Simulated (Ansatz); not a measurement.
# Cr2CO2 MXene monolayer in a perpendicular field, part 3 of 3

What dipole does a perpendicular field induce in the Cr2CO2 MXene monolayer? A positive field points along +c.

Ansatz 0.2.0; plane-wave DFT, PBE-D3(BJ), Ansatz PAW.

So far, work function, upper face (eV): step 3 (atoms held, field 0) 6.22.

### Step 4. Single point, field 0.1 V/Å

The input, input.yaml:

```yaml
crystal:
  lattice:
    - [2.8770013634, 0.0, 0.0]
    - [-1.4385006817, 2.4915562674, 0.0]
    - [0.0, 0.0, 22.4151339854]
  atoms:
    - { symbol: O, position: [0.3333333333, 0.6666666667, 0.4015144414] }
    - { symbol: Cr, position: [0.6666666667, 0.3333333333, 0.4429866788], spin: 1.72 }
    - { symbol: C, position: [0.0, 0.0, 0.5], spin: -0.21 }
    - { symbol: Cr, position: [0.3333333333, 0.6666666667, 0.5570133212], spin: 1.72 }
    - { symbol: O, position: [0.6666666667, 0.3333333333, 0.5984855586] }
magnetization:
  spin_polarized: true
kpoints:
  mp_grid: { grid: [18, 18, 1] }
  band_path:
    path: [[0, 0, 0], [0.5, 0, 0], [0.33333333, 0.33333333, 0], [0, 0, 0]]
    npoints: 16
hamiltonian:
  xc: pbe
  dispersion: d3bj
scf:
  occupations: { method: fermi_dirac, width: 0.02585 }
  convergence: { dr2_threshold: 1.0e-10 }
efield:
  axis: 3
  dipole_correction: true
  ramp_position: 0.97
  ramp_width: 0.06
  amplitude: 0.1
output:
  write_potential: true
  write_density: true
  volumetric_format: npy
```

On the command line:

```bash
ansatz run input.yaml --threads 2 --pin off --max-ram 3072MiB --backend cpu --events-out ev --progress --plain --runs-dir out
```

Numbers of over 12 decimals in the logs are rounded to 6 here.

Log:

```text
[...]
Crystal: 5 atoms, lattice volume = 160.676 Å³
Basis set: ecut = 420 eV, 3123 PW (Γ)
Bands: 29, of which v1, the nominal top of the filled ones, is band 22 counted from 1 (21 counted from 0)
Symmetry: 6 space group operations
k-points: 37 of 324 (time reversal used)
[...]
Starting moments: Σ|m| = 3.65 μB on 3 of 5 sites
[...]
k-point 1 ↑: bands = [... 18 lower, -2.4649, -1.9752, -1.8233, -1.8078, -1.1302, -0.7830, -0.5495, -0.2153, ... 3 higher]
  k-point 2 ↑: bands = [... 18 lower, -2.7285, -2.1126, -1.8203, -1.6914, -1.2208, -0.5472, -0.3518, -0.1740, ... 3 higher]
  k-point 36 ↓: bands = [... 18 lower, -3.9146, -3.8990, 0.3361, 0.7918, 0.7921, 1.4939, 1.7404, 1.7415, ... 3 higher]
[key lines of the parts left out:]
SCF converged after 16 iterations
Magnetization: 3.9920 μB (23.9960 up, 20.0040 down)
Free energy (F): -8141.771883 eV
Fermi energy:    -0.527135 eV
Dipole field:    D = 0.024537 V/Å  (p = 0.021788 e·Å, saw-weighted, corrected)
```

The job ended after 36 s (2 threads of Intel Xeon Platinum 8488C (Sapphire Rapids), shared host; peak memory 0.67 GiB).

The dipole is 0.0218 e·Å.

### Step 5. Single point, field -0.1 V/Å

input.yaml: that of step 4 with these lines changed.

```diff
@@ -29,3 +29,3 @@
   ramp_width: 0.06
-  amplitude: 0.1
+  amplitude: -0.1
 output:
```

Log:

```text
[...]
Crystal: 5 atoms, lattice volume = 160.676 Å³
Basis set: ecut = 420 eV, 3123 PW (Γ)
Bands: 29, of which v1, the nominal top of the filled ones, is band 22 counted from 1 (21 counted from 0)
Symmetry: 6 space group operations
k-points: 37 of 324 (time reversal used)
[...]
Starting moments: Σ|m| = 3.65 μB on 3 of 5 sites
[...]
k-point 1 ↑: bands = [... 18 lower, -2.4649, -1.9752, -1.8233, -1.8078, -1.1302, -0.7830, -0.5495, -0.2153, ... 3 higher]
  k-point 2 ↑: bands = [... 18 lower, -2.7285, -2.1126, -1.8203, -1.6914, -1.2208, -0.5472, -0.3518, -0.1740, ... 3 higher]
  k-point 36 ↓: bands = [... 18 lower, -3.9146, -3.8990, 0.3361, 0.7918, 0.7921, 1.4939, 1.7404, 1.7415, ... 3 higher]
[key lines of the parts left out:]
SCF converged after 16 iterations
Magnetization: 3.9920 μB (23.9960 up, 20.0040 down)
Free energy (F): -8141.771883 eV
Fermi energy:    -0.527135 eV
Dipole field:    D = -0.024537 V/Å  (p = -0.021788 e·Å, saw-weighted, corrected)
```

Run time: 34 s. Hardware: 2 threads; peak memory 0.67 GiB; 65 s of CPU time.

The dipole is -0.0218 e·Å.

### Step 6. Response, atoms held

This step: plane-wave DFT, PBE-D3(BJ), Ansatz PAW; response to a field along the normal, atoms held (Ansatz 0.2.0).

The dipoles give the slope, and the difference of two potentials shows where the field is screened.

This step gave:

| Property | Result |
| --- | --- |
| equivalent conductor thickness p/(ε₀AE) | 5.500 Å |
| distance between the outer atoms | 4.415 Å |

Table of dipole of the cell by applied field:

| applied field (V/Å) | dipole of the cell (e·Å) |
| --- | --- |
| -0.1000 | -0.0218 |
| 0.0000 | -6.5e-7 |
| 0.1000 | 0.0218 |

The total moment stays at 3.99 μB for applied field from -0.1 to 0.1 V/Å.

Local field over the applied field, running mean. From the potentials at -0.1 and 0.1 V/Å; running mean over 2.5 Å. The local field over applied field by z:

z (Å), local field over applied field and a bar:
```
      4.5      1.000 ##############################
      5.0      1.000 ##############################
      5.5      0.998 ##############################
      6.0      0.993 ##############################
      6.5      0.977 #############################
      7.0      0.927 ############################
      7.5      0.816 ########################
      8.0      0.659 ####################
      8.5      0.479 ##############
      9.0      0.302 #########
      9.5      0.154 ####
     10.0      0.067 ##
     10.5      0.028 
     11.0      0.016 
     11.5      0.017 
     12.0      0.033 #
     12.5      0.078 ##
     13.0      0.174 #####
     13.5      0.331 ##########
     14.0      0.510 ###############
     14.5      0.688 #####################
     15.0      0.839 #########################
     15.5      0.939 ############################
     16.0      0.981 #############################
     16.5      0.995 ##############################
     17.0      0.999 ##############################
     17.5      1.000 ##############################
     18.0      1.000 ##############################
```

Electrons, planar mean, per unit field. Induced electron density against z:

| z (Å) | induced electron density (e/Å³ per V/Å) |
| --- | --- |
| 4.5 | 4.1e-7 |
| 5.0 | 1.6e-6 |
| 5.5 | 6.2e-6 |
| 6.0 | 2.3e-5 |
| 6.5 | 8.8e-5 |
| 7.0 | 3.1e-4 |
| 7.5 | 0.00102 |
| 8.0 | 0.00275 |
| 8.5 | 0.00386 |
| 9.0 | 0.00153 |
| 9.5 | 7.0e-4 |
| 10.0 | 5.2e-4 |
| 10.5 | 1.3e-4 |
| 11.0 | -1.5e-4 |
| 11.5 | 1.8e-4 |
| 12.0 | -1.0e-4 |
| 12.5 | -5.3e-4 |
| 13.0 | -0.00120 |
| 13.5 | -0.00160 |
| 14.0 | -0.00396 |
| 14.5 | -0.00237 |
| 15.0 | -8.4e-4 |
| 15.5 | -2.5e-4 |
| 16.0 | -7.0e-5 |
| 16.5 | -1.9e-5 |
| 17.0 | -4.8e-6 |
| 17.5 | -1.3e-6 |
| 18.0 | -3.5e-7 |

By hand: between -0.1 and 0.1 V/Å the dipole changes by 0.04358 e·Å, a slope of 0.2179 e·Å²/V. A perfect conductor of thickness t has p = ε₀AEt, so t = 180.95 × 0.2179 / 7.168 = 5.50 Å (e/ε₀ = 180.95 V·Å, A in Å²).

The induced dipole is that of a conductor 5.50 Å thick.

### Step 7. Summary of results

| Item | Value |
| --- | --- |
| gap without field | none |
| work function, upper face | 6.22 eV |
| equivalent conductor thickness, atoms held | 5.50 Å |

What this shows: The induced dipole equals that of a perfect conductor 5.50 Å thick, while the outer atoms lie 4.42 Å apart. There is no gap over 0.03 eV, with or without the field. For an open d or f shell that can be the fault of a semilocal functional without a Hubbard term. The magnetic order is the one reached from the typed start; other orders were not compared. The MXene's terminations sit over the metal atoms of its far layer; the site over carbon or nitrogen, which some compounds prefer, was not run.

[Logs are printed without paths, hosts, clocks, repeated set-up lines and the standing remarks that a program may print on its own settings, such as how far it seeks lower states.]

[Hosts, paths, dates, database ids (printed as entryN), source tags and the programs' standing remarks are cut or masked in the printed files.]

[Maps of the electrostatic potential energy from Ansatz leave out the sawtooth potential of an applied field or a dipole correction, so their vacuum need not be flat; planar profiles and work functions include it.]
